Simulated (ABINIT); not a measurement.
# CsAuBr3 (I4/mmm): Bethe-Salpeter spectra with ABINIT, part 2 of 2

Wanted: excitons and ε₂ of CsAuBr3 (I4/mmm), with cost.

ABINIT 10.8.3; LDA and many-body steps on it, plane waves. Known limits of the many-body steps: not at the basis limit; d shell near the gap, gap tends to lie low; no spin-orbit coupling; coarse k mesh; bindings not settled in the k mesh.

So far. Step 5 (Excitons): The lowest state lies at 1.505 eV, 0.197 eV under the direct gap. Step 6 (Triplet (no exchange term)): The lowest triplet lies at 1.397 eV; without spin-orbit coupling triplets are dark, so no spectrum is read.

### 7. Beyond Tamm-Dancoff

Level of this step: Bethe-Salpeter equation on LDA with a scissors shift, plane waves, norm-conserving pseudopotentials (ABINIT).

run.abi

```
acell 3*1.0 Angstrom
rprim 
  -3.879600000000 3.879600000000 5.653950000000
  3.879600000000 -3.879600000000 5.653950000000
  3.879600000000 3.879600000000 -5.653950000000
ntypat 3
znucl 55 79 35
natom 10
typat 1 1 2 2 3 3 3 3 3 3
xred 
  0.750000000000 0.250000000000 0.500000000000
  0.250000000000 0.750000000000 0.500000000000
  0.000000000000 0.000000000000 0.000000000000
  0.500000000000 0.500000000000 0.000000000000
  0.222000000000 0.222000000000 0.444000000000
  0.222000000000 0.778000000000 0.000000000000
  0.778000000000 0.778000000000 0.556000000000
  0.778000000000 0.222000000000 0.000000000000
  0.712200000000 0.712200000000 0.000000000000
  0.287800000000 0.287800000000 0.000000000000
pp_dirpath "pseudos"
pseudos "Cs.upf, Au.upf, Br.upf"
ecut 28
ngkpt 2 2 2
nshiftk 1
shiftk 0 0 0
kptopt 1
chksymbreak 0
istwfk *1
occopt 1
irdwfk 1
optdriver 99
bs_calctype 1
mbpt_sciss 0.752 eV
bs_loband 33
nband 52
bs_exchange_term 1
bs_coulomb_term 11
bs_coupling 1
bs_algorithm 1
bs_freq_mesh 0 6 0.05 eV
zcut 0.15 eV
ecuteps 3.5
ecutwfn 14
inclvkb 2
irdscr 1
indata_prefix "in"
outdata_prefix "out"
tmpdata_prefix "tmp"
```

Command:

```bash
$ OMP_NUM_THREADS=1 mpirun -n 4 abinit run.abi > log
```

Numbers of over 12 decimals in the logs are rounded to 6 here.

The log of the run:

```text
.Version 10.8.3 of ABINIT. v10.8.2 released Aug 2026.

 Symmetries : space group I4/m m m (#139); Bravais tI (body-center tetrag.)
[... echo of the input left out ...]
== DATASET  1 ==================================================================
-   mpi_nproc: 4, omp_nthreads: 1 (-1 if OMP is not activated)

--- !DatasetInfo
iteration_state: {dtset: 1, }
dimensions: {natom: 10, nkpt: 4, mband: 52, nsppol: 1, nspinor: 1, nspden: 1, mpw: 5753, }
cutoff_energies: {ecut:  14.0, pawecutdg:  -1.0, }
electrons: {nelect:   9.80000000E+01, charge:   0.00000000E+00, occopt:   1.00000000E+00, tsmear:   1.00000000E-02, }

 Exciton: Calculation of dielectric properties by solving the Bethe-Salpeter equation
 in frequency domain and reciprocal space on a transitions basis set.
 Based on a program developed by L. Reining, V. Olevano, F. Sottile,
 S. Albrecht, and G. Onida. Incorporated in ABINIT by M. Giantomassi.

.Using double precision arithmetic ; gwpc =  8

[... cell and pseudopotentials left out ...]
--------------------------------------------------------------------------------

 ==== K-mesh for the wavefunctions ====
 Number of points in the irreducible wedge :     4
[... list of points left out ...]
 Together with 16 symmetry operations and time-reversal symmetry
 yields     8 points in the full Brillouin Zone.

 ==== Q-mesh for the screening function ====
 Number of points in the irreducible wedge :     4
[... list of points left out ...]
 Together with 16 symmetry operations and time-reversal symmetry
 yields     8 points in the full Brillouin Zone.

 vcoul_init : cutoff-mode = AUXILIARY_FUNCTION
 q-points for optical limit:   1
     1)      0.000010    0.000020    0.000030
 setmesh: FFT mesh size selected  =    45x   45x   45
[...]
q = (  0.000000  1.924216  0.000000) [r.l.u.]
 q = (  0.000000  0.000000  1.650141) [r.l.u.]
 q = ( -1.166826  1.166826  1.166826) [r.l.u.]
 q = (  1.166826 -1.166826  1.166826) [r.l.u.]
 q = (  1.700478  1.700478 -1.700478) [r.l.u.]
 Number of electrons calculated from density =   97.9333; Expected =   98.0000
 average of density, n =  0.042633
 r_s =    1.7758
 omega_plasma =   19.9173 [eV]

. Writing resonant excitonic Hamiltonian on file out_BSR; file size=   0.00 [Gb].
. Writing coupling excitonic Hamiltonian on file out_BSC; file size=   0.00 [Gb].
. Direct diagonalization of the full excitonic Hamiltonian, Matrix size= 816
. Using LAPACK sequential version to solve FHv = ev with H positive definite.
 First excitonic eigenvalue:    1.51 [eV].
 Last  excitonic eigenvalue:    9.19 [eV].

 GW  direct gap       1.70  0.00 [eV]
 EXC direct gap       1.51  0.00 [eV]
 EXC binding energy   0.20  0.00 [eV]

 Excitonic eigenvalues up to the GW energy gap [eV]
409 (  1.51  0.00)
410 (  1.56  0.00)
411 (  1.61  0.00)
412 (  1.67  0.00)

 Macroscopic dielectric function:
 omega [eV] <KS_RPA_nlf>  <GW_RPA_nlf>  <BSE>
   0.0000  19.1313   0.0000  11.9041   0.0000  11.5230   0.0000
   0.0500  19.1695   0.2536  11.9118   0.0476  11.5317   0.0544
   0.1000  19.2850   0.5149  11.9349   0.0956  11.5580   0.1094
[...]
0.4000  21.9316   2.8497  12.4211   0.4222  12.1157   0.4930
   0.4500  22.8130   3.5485  12.5675   0.4890  12.2856   0.5746

 Writing KS-RPA macroscopic dielectric function without local fields to file: out_RPA_NLF_MDF
 Writing GW-RPA macroscopic dielectric function without local fields to file: out_GW_NLF_MDF
 Writing EXC Macroscopic dielectric function to file: out_EXC_MDF

== END DATASET(S) ==============================================================
================================================================================

 -outvars: echo values of variables after computation  --------
           etotal      0.0000000000E+00
            nband          52
             nkpt           4
          spgroup         139
 [... the other variables as echoed above ...]

 Calculation completed.
```

Wall time 68 s (4 MPI ranks of Arm Neoverse V2, shared host); peak memory 1.2 GiB.

This step gave:

```yaml
direct_gap_of_the_transition_levels: 1.702 eV
transitions_in_the_window: 408
lowest_state: 1.51 eV
binding_of_the_lowest_state_below_the_direct_gap: 0.1920 eV
coulomb_term_of_one_mesh_cell: 0.1380 eV
```

The binding is 1.4 times the screened Coulomb term of one mesh cell (0.14 eV), so it is not shown settled.

The lowest state lies at 1.510 eV, 0.192 eV under the direct gap.

Mean over the three Cartesian directions of q; broadening 0.15 eV; transition window only. Limits: finite bands, cutoff and mesh; d shell near the gap, gap tends to lie low; no spin-orbit coupling; coarse k mesh; exciton not shown settled in the k mesh. ε₂ against photon energy; read off at these points:

| photon energy (eV) | BSE | no electron-hole interaction | Kohn-Sham, no shift |
| --- | --- | --- | --- |
| 0.00 | 0 | 0 | 0 |
| 0.20 | 0.206 | 0.179 | 1.01 |
| 0.40 | 0.453 | 0.388 | 2.62 |
| 0.60 | 0.807 | 0.670 | 6.61 |
| 0.80 | 1.41 | 1.11 | 22.0 |
| 0.95 | 2.24 | 1.65 | 44.2 |
| 1.00 | 2.67 | 1.90 | 39.9 |
| 1.20 | 6.12 | 3.66 | 12.9 |
| 1.40 | 19.7 | 8.85 | 8.19 |
| 1.55 | 34.9 | 22.0 | 8.53 |
| 1.60 | 33.4 | 30.4 | 9.38 |
| 1.70 | 22.1 | 44.4 | 8.74 |
| 1.80 | 12.4 | 31.5 | 5.36 |
| 2.00 | 6.39 | 10.7 | 2.31 |
| 2.20 | 7.02 | 8.13 | 1.73 |
| 2.40 | 7.41 | 9.82 | 2.14 |
| 2.60 | 3.37 | 4.27 | 2.81 |
| 2.80 | 2.63 | 2.12 | 1.57 |
| 3.00 | 2.49 | 1.81 | 1.20 |
| 3.20 | 1.91 | 2.38 | 1.09 |
| 3.40 | 1.23 | 2.54 | 1.13 |
| 3.60 | 1.07 | 1.49 | 1.73 |
| 3.80 | 1.15 | 1.19 | 3.74 |
| 4.00 | 1.16 | 1.13 | 3.85 |
| 4.20 | 1.71 | 1.21 | 2.91 |
| 4.40 | 3.92 | 2.03 | 3.81 |
| 4.50 | 4.38 | 2.94 | 4.32 |
| 4.60 | 3.38 | 4.57 | 4.20 |
| 4.80 | 2.35 | 3.28 | 2.14 |
| 5.00 | 3.34 | 3.05 | 2.44 |
| 5.20 | 3.45 | 4.14 | 3.52 |
| 5.40 | 2.08 | 3.69 | 2.16 |
| 5.60 | 2.58 | 2.01 | 1.44 |
| 5.80 | 3.50 | 2.93 | 1.04 |

### 8. Model screening

run.abi: that of step 7 with these lines changed.

```diff
@@ -34,9 +34,9 @@
 mbpt_sciss 0.752 eV
-bs_loband 33
-nband 52
+bs_loband 25
+nband 58
 bs_exchange_term 1
-bs_coulomb_term 11
-bs_coupling 1
-bs_algorithm 1
-bs_freq_mesh 0 6 0.05 eV
+bs_coulomb_term 21
+bs_coupling 0
+bs_algorithm 2
+bs_freq_mesh 0 8 0.05 eV
 zcut 0.15 eV
@@ -45,3 +45,6 @@
 inclvkb 2
-irdscr 1
+mdf_epsinf 21.22
+irdden 1
+bs_haydock_niter 300
+bs_haydock_tol -0.02 0
 indata_prefix "in"
```

The log of the run:

```text
.Version 10.8.3 of ABINIT. v10.8.2 released Aug 2026.

 Symmetries : space group I4/m m m (#139); Bravais tI (body-center tetrag.)
[... echo of the input left out ...]
== DATASET  1 ==================================================================
-   mpi_nproc: 4, omp_nthreads: 1 (-1 if OMP is not activated)

--- !DatasetInfo
iteration_state: {dtset: 1, }
dimensions: {natom: 10, nkpt: 4, mband: 58, nsppol: 1, nspinor: 1, nspden: 1, mpw: 5753, }
cutoff_energies: {ecut:  14.0, pawecutdg:  -1.0, }
[...]
0.0500  19.9583   0.2539  12.6202   0.0478  12.5122   0.0509
   0.1000  20.0740   0.5155  12.6435   0.0960  12.5369   0.1024
[...]
0.4000  22.7234   2.8520  13.1317   0.4238  13.0582   0.4567
   0.4500  23.6056   3.5510  13.2786   0.4908  13.2160   0.5305

== END DATASET(S) ==============================================================
================================================================================

 -outvars: echo values of variables after computation  --------
           etotal      0.0000000000E+00
            nband          58
             nkpt           4
          spgroup         139
 [... the other variables as echoed above ...]

 Calculation completed.
```

Wall time 7.4 min (4 MPI ranks); peak memory 1.5 GiB; 29 min of CPU time.

This step gave:

```yaml
direct_gap_of_the_transition_levels: 1.702 eV
transitions_in_the_window: 1800
coulomb_term_of_one_mesh_cell: 0.1380 eV
```

### 9. The runs together

Times are wall times on 4 MPI ranks of Arm Neoverse V2, shared host, good to a factor of about two.

| run | mesh | transitions | broadening (eV) | direct gap (eV) | lowest state (eV) | binding (eV) | mesh cell's term (eV) | tallest peak (eV) | height | time |
| --- | --- | --- | --- | --- | --- | --- | --- | --- | --- | --- |
| excitons | 2×2×2 | 1800 | 0.15 | 1.702 | 1.505 | 0.197 | 0.138 | 1.55 | 37.6 | 7.5 min |
| triplet (no exchange term) | 2×2×2 | 408 | 0.15 | 1.702 | 1.397 | 0.305 | 0.138 | - | - | 46 s |
| beyond Tamm-Dancoff | 2×2×2 | 408 | 0.15 | 1.702 | 1.510 | 0.192 | 0.138 | 1.55 | 34.9 | 68 s |
| model screening | 2×2×2 | 1800 | 0.15 | 1.702 | - | - | 0.138 | 1.60 | 39.7 | 7.4 min |

### 10. What came out

```
excitons                   : lowest state 1.505 eV (not settled in the k mesh)
triplet (no exchange term) : lowest state 1.397 eV
beyond Tamm-Dancoff        : lowest state 1.510 eV (not settled in the k mesh)
model screening            : tallest peak 1.6 eV
```

On the 2×2×2 mesh the lowest exciton lies at 1.505 eV, 0.197 eV below the direct gap; one cell of the mesh carries a screened Coulomb term of 0.14 eV by a cubic estimate, rough for this lattice, so this binding is not shown settled. Triplet (no exchange term), against «excitons (2×2×2)»: the lowest state moves by −0.107 eV (keys changed: bs_loband, nband, bs_exchange_term and bs_freq_mesh). Triplets are dark. Beyond Tamm-Dancoff, against «excitons (2×2×2)»: the lowest state stays within 0.01 eV (keys changed: bs_loband, nband, bs_coupling and bs_freq_mesh). Model screening, against «excitons (2×2×2)»: the tallest peak goes from 1.55 eV to 1.60 eV (keys changed: bs_coulomb_term, bs_algorithm, irdscr, mdf_epsinf, irdden, bs_haydock_niter and bs_haydock_tol). For «beyond Tamm-Dancoff» the program prints the energy to 0.01 eV alone, so further digits and smaller shifts mean nothing. A rigid shift treats all transitions alike. In the G0W0 table the openings from the upper filled bands to the empty bands at the same k run from +0.75 to +1.38 eV (median +1.34), where the shift is +0.75 eV, so peaks stand off by such differences. Lines within a few meV of each other can be one level split by numerical noise, or distinct levels. Screening is static and electronic alone, and only transitions inside the band window count. The 2×2×2 mesh is coarse for this cell, which bears on the long-range parts of exchange and screening. A d shell, filled or nearly so, lies near the gap. One-shot GW converges very slowly in bands there, not always from below, and on a semilocal start the gap tends to come out low; starts rich in exact exchange can overshoot instead. The many-body steps are scalar-relativistic: spin-orbit coupling is not in them.

[Paths, hosts, dates, memory and timing lines, banners, echoed tables and standing remarks are left out of the program output.]

[Logs are printed without paths, hosts, clocks, repeated set-up lines and the standing remarks that a program may print on its own settings, such as how far it seeks lower states.]

[Runs of the session that timed out or met a known fault of the program may be left out.]

[Hosts, paths, dates, database ids (printed as entryN), source tags and the programs' standing remarks are cut or masked in the printed files.]

[G0W0 gaps are taken among the corrected bands and points alone; a level outside them can change the order at an edge.]

[Where Ansatz stands beside ABINIT at settings called matched, ABINIT's density can come from a denser mesh and the files from another edition; pairs whose starting gaps differed by over 0.03 eV were left out, so agreement reads better than it is.]
